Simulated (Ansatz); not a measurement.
# CdSe (Cadmoselite, P6_3mc): the dielectric response against the k mesh

Aim: how dense a k mesh do ε∞ and the zone-centre modes of CdSe (Cadmoselite, P6_3mc) need?

Main program and level: Ansatz 0.2.0; DFT LDA, scalar-relativistic, plane waves, PAW; PAW set soft_1.

Report form: inputs, costs, results and the conclusion, without the logs.

The database entry behind the starting cell differs from other determinations of this structure, so it need not match the best structure at room temperature.

## Step 1: Starting point

Symmetry: P6_3mc, No. 186, hexagonal system. The conventional cell has a = 4.300 Å, b = 4.300 Å, c = 7.020 Å, α = 90.00°, β = 90.00°, γ = 120.00°. Nearest to Se lie 4 Cd at 2.61 to 2.70 Å. Nearest to Cd lie 4 Se at 2.61 to 2.70 Å. Farther neighbours, and contacts between anions beyond the nearest, are not listed.

As a file:

```cif
data_structure
_symmetry_space_group_name_H-M 'P6_3mc'
_symmetry_Int_Tables_number 186
_cell_length_a 4.3000
_cell_length_b 4.3000
_cell_length_c 7.0200
_cell_angle_alpha 90.000
_cell_angle_beta 90.000
_cell_angle_gamma 120.000
_cell_volume 112.41
loop_
_atom_site_label
_atom_site_type_symbol
_atom_site_symmetry_multiplicity
_atom_site_Wyckoff_symbol
_atom_site_fract_x
_atom_site_fract_y
_atom_site_fract_z
_atom_site_occupancy
Se1 Se 2 b 0.33333 0.66667 0.38500 1
Cd1 Cd 2 b 0.33333 0.66667 0.00000 1
```

## Step 2: Bringing the structure to rest

Harmonic phonons are second derivatives at a point where the forces vanish, and they are wanted at zero stress, so atoms and cell are relaxed first.

Input file input.yaml:

```yaml
crystal:
  lattice:
    - [4.3, 0.0, 0.0]
    - [-2.15, 3.7239092363, 0.0]
    - [0.0, 0.0, 7.02]
  atoms:
    - { symbol: Se, position: [0.33333333, 0.66666667, 0.385] }
    - { symbol: Se, position: [0.66666667, 0.33333333, 0.885] }
    - { symbol: Cd, position: [0.33333333, 0.66666667, 0.0] }
    - { symbol: Cd, position: [0.66666667, 0.33333333, 0.5] }
kpoints:
  mp_grid: { grid: [9, 9, 6] }
hamiltonian:
  xc: lda
  pseudopotentials: { kind: paw, azcp: { folder: soft_1 }, xc_functional: pbe }
scf:
  occupations: { method: gaussian, width: 0.02 }
output:
  forces: true
  stress: true
  eigenvalues: true
  write_density: true
  write_potential: true
  elf: true
  volumetric_format: npy
relax:
  adjacent_minimum: "off"
  f_tol: 0.005
  max_steps: 80
  cell: { stress_tol: 0.05 }
```

On the command line:

```
$ ansatz run input.yaml --threads 8 --pin off --max-ram 16384MiB --backend cpu --events-out ev --progress --plain --runs-dir out
```

Elapsed: 11 s, on 8 threads of Intel Xeon at 2.60GHz (Ice Lake), shared host; peak memory 0.68 GiB; 81 s of CPU time.

The steps of the relaxation:

| step | energy less that of the first step (eV) | largest force component (eV/Å) | pressure (GPa) | volume (Å³) |
| --- | --- | --- | --- | --- |
| 1 | 0.0000 | 0.2534 | -1.80 | 112.41 |
| 2 | -0.0353 | 0.0497 | 1.00 | 106.67 |
| 3 | -0.0418 | 0.0281 | -0.07 | 108.60 |
| 4 | -0.0420 | 0.0034 | 0.00 | 108.47 |
| 5* | -0.0416 | 0.0034 | 0.00 | 108.47 |

Relaxation steps marked * repeat the geometry before them on a plane-wave basis chosen anew for their cell, so energy and pressure can jump there.

The run keeps the 12 symmetry operations that the program found, so distortions that break them were not tested.

| conventional cell, symmetrised | before | after | change |
| --- | --- | --- | --- |
| a (Å) | 4.300 | 4.248 | -1.2 % |
| b (Å) | 4.300 | 4.248 | -1.2 % |
| c (Å) | 7.020 | 6.941 | -1.1 % |
| volume (Å³/atom) | 28.10 | 27.12 | -3.5 % |

The atoms that moved most (Å, as changes of fractional coordinates times the final cell):

| atom | dx | dy | dz | length |
| --- | --- | --- | --- | --- |
| Se2 | 0.000 | 0.000 | -0.033 | 0.033 |
| Cd4 | 0.000 | 0.000 | 0.033 | 0.033 |
| Cd3 | 0.000 | 0.000 | 0.033 | 0.033 |
| Se1 | 0.000 | 0.000 | -0.033 | 0.033 |

Final coordinates:

```xyz
4
Lattice="4.2479 0.0000 0.0000 -2.1240 3.6788 0.0000 0.0000 0.0000 6.9407" Properties=species:S:1:pos:R:3 pbc="T T T"
Se    0.0000    2.4526    2.6391
Se    2.1240    1.2263    6.1095
Cd    0.0000    2.4526    0.0330
Cd    2.1240    1.2263    3.5034
```

Read from the output:

| Quantity | Value |
| --- | --- |
| pressure | -0.002854 GPa |
| gap on the k-mesh | 0.4636 eV |
| volume per atom | 27.12 Å³ |

Valence density in the ac plane at fractional y = 0.333, with atoms of Se and Cd within 0.2 Å of it. It is the smooth field of the valence electrons, not physical close to the nuclei.

Ten steps, logarithmic in the rise over the least value, from '0' (0 e/Å³) to '9' (46 e/Å³), each cell a mean:
```
00000012344211
00000113687421
00000113798421
00000012576311
00000011232210
00000001111100
00000000111000
00000001121100
00000002454310
00000014677520
00000025788631
00000014677521
00000012455310
00000001222100
00000000000000
00000000000000
00000000000000
00000000000000
00000000000000
00000000000000
00000000000000
00000001111110
```
Columns run along a (4.2 Å), rows up along c (6.9 Å). Atoms in or near the plane, at fractional coordinates: Se at (0.67, 0.88), Cd at (0.67, 0.50).

Electrostatic potential energy in the ac plane at fractional y = 0.333, with atoms of Se and Cd within 0.2 Å of it. With pseudopotentials it is smooth inside the atoms' cores, unlike the true potential.

Values in eV, 22 rows by 14 columns, each cell a mean:
```
  9   8   7   8   8   8   4  -7  -9  -5  -8  -9   1   8
  9   9   9   9   9   8   0 -10   3  10   7  -8  -5   6
 10  10  10  10  10   8  -2  -9   8  12  11  -5  -6   6
 11  11  12  11  11   9   2 -10  -2   7   2  -9  -3   7
 12  12  12  12  12  10   7  -4 -10 -10 -10  -6   4   9
 12  12  12  12  12  11  10   7   2   0   1   5   9  11
 12  12  12  12  12  11  10   8   6   5   6   8  10  11
 12  12  12  12  12  11   9   4  -2  -5  -3   2   8  10
 11  12  12  12  11   9   4  -8 -14 -17 -16 -10   1   8
 10  11  12  12  11   7  -2 -15 -19 -20 -20 -17  -6   5
  9  11  11  11  10   6  -5 -18 -20 -20 -20 -19 -10   4
  9  10  10  10   9   7  -3 -16 -20 -20 -20 -18  -8   5
  9   9   8   9   9   8   3  -9 -16 -18 -17 -12   0   7
 10   9   8   8   9   9   8   2  -4  -7  -6   0   7   9
 10  10   9   9  10  11  10   9   7   6   7   8  10  11
 11  11  10  11  11  12  12  11  11  10  11  11  11  12
 12  12  11  11  12  12  12  12  12  12  12  12  12  12
 12  12  11  11  12  12  12  12  12  12  12  12  12  12
 11  11  11  11  11  12  12  12  12  12  12  12  12  12
 10  10   9   9  10  11  11  12  11  11  11  12  12  11
  9   8   7   8   9  10  10  10   8   7   8   9  10  10
  9   7   6   7   8   9   9   4  -2  -5  -3   3   8   9
```
Columns run along a (4.2 Å; values clipped at the 3rd and 97th percentile), rows up along c (6.9 Å). Atoms in or near the plane, at fractional coordinates: Se at (0.67, 0.88), Cd at (0.67, 0.50).

ELF in the ac plane at fractional y = 0.333, with atoms of Se and Cd within 0.2 Å of it. It is the smooth field of the valence electrons, not physical close to the nuclei.

Values, 22 rows by 14 columns, each cell a mean:
```
0.26 0.17 0.17 0.17 0.22 0.48 0.72 0.78 0.69 0.59 0.65 0.76 0.76 0.58
0.34 0.18 0.15 0.17 0.28 0.58 0.76 0.73 0.46 0.23 0.36 0.67 0.78 0.68
0.40 0.19 0.13 0.16 0.33 0.63 0.76 0.68 0.34 0.10 0.23 0.60 0.77 0.71
0.39 0.17 0.09 0.13 0.31 0.61 0.74 0.73 0.55 0.38 0.48 0.69 0.75 0.68
0.31 0.12 0.05 0.09 0.24 0.52 0.69 0.77 0.77 0.74 0.76 0.77 0.72 0.60
0.17 0.06 0.03 0.04 0.13 0.34 0.53 0.67 0.73 0.75 0.74 0.69 0.58 0.41
0.09 0.04 0.02 0.03 0.07 0.18 0.28 0.36 0.38 0.39 0.39 0.37 0.31 0.21
0.08 0.05 0.03 0.04 0.07 0.13 0.16 0.19 0.21 0.22 0.21 0.19 0.17 0.14
0.12 0.11 0.10 0.11 0.12 0.15 0.20 0.28 0.34 0.39 0.36 0.30 0.22 0.16
0.17 0.21 0.25 0.23 0.19 0.18 0.24 0.37 0.55 0.73 0.62 0.40 0.28 0.19
0.25 0.38 0.46 0.42 0.29 0.20 0.25 0.41 0.72 0.94 0.82 0.48 0.29 0.19
0.34 0.52 0.59 0.55 0.41 0.23 0.22 0.37 0.60 0.80 0.68 0.42 0.26 0.19
0.46 0.62 0.66 0.64 0.52 0.29 0.19 0.28 0.37 0.43 0.40 0.31 0.20 0.22
0.52 0.63 0.66 0.64 0.56 0.36 0.21 0.20 0.26 0.30 0.28 0.22 0.18 0.28
0.50 0.60 0.63 0.61 0.53 0.36 0.22 0.16 0.18 0.20 0.19 0.16 0.18 0.29
0.40 0.49 0.53 0.51 0.43 0.29 0.17 0.11 0.11 0.12 0.11 0.11 0.14 0.23
0.25 0.34 0.38 0.36 0.28 0.17 0.09 0.05 0.04 0.04 0.04 0.05 0.07 0.13
0.12 0.17 0.19 0.18 0.14 0.08 0.05 0.03 0.03 0.03 0.03 0.03 0.04 0.06
0.10 0.13 0.14 0.14 0.11 0.08 0.07 0.08 0.10 0.11 0.10 0.08 0.07 0.07
0.13 0.16 0.17 0.16 0.14 0.13 0.17 0.27 0.35 0.39 0.37 0.30 0.20 0.14
0.17 0.17 0.19 0.18 0.17 0.22 0.37 0.56 0.63 0.65 0.64 0.59 0.44 0.26
0.19 0.17 0.19 0.18 0.19 0.33 0.57 0.73 0.75 0.74 0.75 0.74 0.64 0.40
```
Columns run along a (4.2 Å), rows up along c (6.9 Å). Atoms in or near the plane, at fractional coordinates: Se at (0.67, 0.88), Cd at (0.67, 0.50).

In this step the volume went from 28.10 to 27.12 Å³/atom.

## Step 3: Tight relaxation

Phonons need small forces and stress, so the relaxation is finished with tight tolerances on 9×9×6 k points.

Input file input.yaml:

```yaml
crystal:
  lattice:
    - [4.2479450046, 0.0, 0.0]
    - [-2.1239725023, 3.6788282879, 0.0]
    - [0.0, 0.0, 6.9406742558]
  atoms:
    - { symbol: Se, position: [0.3333333333, 0.6666666667, 0.3802421051] }
    - { symbol: Se, position: [0.6666666667, 0.3333333333, 0.8802421051] }
    - { symbol: Cd, position: [0.3333333333, 0.6666666667, 0.0047578949] }
    - { symbol: Cd, position: [0.6666666667, 0.3333333333, 0.5047578949] }
kpoints:
  mp_grid: { grid: [9, 9, 6] }
hamiltonian:
  xc: lda
  pseudopotentials: { kind: paw, azcp: { folder: soft_1 }, xc_functional: pbe }
scf:
  occupations: { method: fixed }
output:
  forces: true
  stress: true
  eigenvalues: true
relax:
  adjacent_minimum: "off"
  f_tol: 0.001
  max_steps: 60
  cell: { stress_tol: 0.01 }
```

Elapsed: 6.1 s, on 8 threads; peak memory 0.64 GiB; 44 s of CPU time.

Little changed from the start: no atom moved by 0.005 Å and no cell edge by 0.1 %.

Read from the output:

```yaml
pressure: 7.49e-4 GPa
gap_on_the_k_mesh: 0.4632 eV
volume_per_atom: 27.11 Å³
```

The largest force component left is 0.55 meV/Å and the pressure is 0.001 GPa, within the tolerances set. The cell now holds 27.11 Å³/atom.

## Step 4: Response on one mesh, 4×4×3

The force constants come from the linear response of the density to a displacement.

The response is solved on 4×4×3 k points.

Input file input.yaml:

```yaml
crystal:
  lattice:
    - [4.2476882192, 0.0, 0.0]
    - [-2.1238441096, 3.6786059052, 0.0]
    - [0.0, 0.0, 6.9410429406]
  atoms:
    - { symbol: Se, position: [0.3333333333, 0.6666666667, 0.3801890589] }
    - { symbol: Se, position: [0.6666666667, 0.3333333333, 0.8801890589] }
    - { symbol: Cd, position: [0.3333333333, 0.6666666667, 0.0048109411] }
    - { symbol: Cd, position: [0.6666666667, 0.3333333333, 0.5048109411] }
kpoints:
  mp_grid: { grid: [4, 4, 3] }
hamiltonian:
  xc: lda
  pseudopotentials: { kind: paw, azcp: { folder: soft_1 }, xc_functional: pbe }
scf:
  occupations: { method: fixed }
output:
  eigenvalues: true
phonons:
  method: dfpt
  dielectric: true
  rigid_motions: translations
  field_mesh: kpoints
```

The job ended after 9.7 s (8 threads; peak memory 0.8 GiB; 61 s of CPU time).

A gap read on the k-mesh alone can miss the band edges.

This step gave:

| Property | Result |
| --- | --- |
| gap on the k-mesh | 0.4505 eV |
| sum-rule residual before enforcement | 9.53e-5 eV/Å² |
| miss of the charge sum rule | 2.29e-5 e |
| point group | 6mm |
| highest optical mode at the zone centre (no LO-TO term) | 191.4 cm⁻¹ |
| lowest optical zone-centre mode | 32.74 cm⁻¹ |
| mean high-frequency dielectric constant | 7.661 |
| largest Born charge (third of the trace) | -2.216 e |
| mean static dielectric constant | 10.79 |
| top of the zone-centre spectrum with the field | 209.6 cm⁻¹ |

Without the LO-TO term the lowest optical mode is real, 32.7 cm⁻¹, and the highest lies at 191.4 cm⁻¹.

## Step 5: Response on one mesh, 16×16×11

The response is solved on 16×16×11 k points.

Edit input.yaml of step 4 so:

```diff
@@ -11,3 +11,3 @@
 kpoints:
-  mp_grid: { grid: [4, 4, 3] }
+  mp_grid: { grid: [16, 16, 11] }
 hamiltonian:
```

It took 6 min on 8 threads; peak memory 11 GiB.

Read from the output:

| Property | Result |
| --- | --- |
| gap on the k-mesh | 0.4635 eV |
| sum-rule residual before enforcement | 1.42e-4 eV/Å² |
| miss of the charge sum rule | 2.06e-5 e |
| highest optical mode at the zone centre (no LO-TO term) | 191.8 cm⁻¹ |
| lowest optical zone-centre mode | 33.25 cm⁻¹ |
| mean high-frequency dielectric constant | 8.109 |
| largest Born charge (third of the trace) | -2.154 e |
| mean static dielectric constant | 11.05 |
| top of the zone-centre spectrum with the field | 205.5 cm⁻¹ |

Without the LO-TO term the lowest optical mode is real, 33.2 cm⁻¹, and the highest lies at 191.8 cm⁻¹.

Between step 4 and this run (k-mesh 16×16×11 and k divisions 16) the value for the mean high-frequency dielectric constant moves from 7.66 to 8.11 (+6 %).

## Step 6: All members side by side

The members are set side by side, also those not shown above.

One cell throughout; the field response is solved on the k mesh of the run itself. The axis is the Cartesian z axis of the cell. The response against the k mesh:

| k divisions along a1 | ε∞ along the axis | ε∞ across the axis | ε0 along the axis | ε0 across the axis | largest Born charge (e) | top mode with the field, q along x, y or z (cm⁻¹) | mode 12 B1 (cm⁻¹) |
| --- | --- | --- | --- | --- | --- | --- | --- |
| 4 | 8.417 | 7.282 | 11.94 | 10.21 | 2.216 | 209.6 | 191.4 |
| 6 | 8.106 | 7.693 | 11.45 | 10.53 | 2.176 | 207.3 | 191.8 |
| 8 | 8.05 | 7.871 | 11.35 | 10.68 | 2.164 | 206.4 | 191.8 |
| 10 | 8.143 | 7.937 | 11.42 | 10.73 | 2.158 | 206.1 | 191.8 |
| 12 | 8.132 | 8.005 | 11.4 | 10.79 | 2.156 | 205.8 | 191.8 |
| 14 | 8.137 | 8.051 | 11.4 | 10.83 | 2.155 | 205.7 | 191.8 |
| 16 | 8.166 | 8.081 | 11.43 | 10.86 | 2.154 | 205.5 | 191.8 |

## Step 7: Summary of results

```json
{
 "members": "7",
 "last mode of the table (no LO-TO term), 4 k divisions": "191.4 cm⁻¹",
 "last mode of the table (no LO-TO term), 16 k divisions": "191.8 cm⁻¹"
}
```

In words: ε∞ across z, the slower component, goes from 7.28 at 4 divisions to 8.08 at 16; from 12 divisions on it stays within 1 % of the last value. The highest mode without the field stays within 1 cm⁻¹ of its last value from 4 divisions on. The top mode with the field moves by -4.1 cm⁻¹ over the series. So the field response needs the denser mesh. These are harmonic frequencies at zero temperature: anharmonic shifts, linewidths and thermal expansion are left out. The PAW files were made for PBE and are used here under another functional, an approximation that was not tested in this session. Only the zone centre was solved, so an instability at another wavevector cannot show here.

[Long decimals in the printed logs are rounded to 6 places.]

[Logs are printed without paths, hosts, clocks, repeated set-up lines and the standing remarks that a program may print on its own settings, such as how far it seeks lower states.]

[Hosts, paths, dates, database ids (printed as entryN), source tags and the programs' standing remarks are cut or masked in the printed files.]
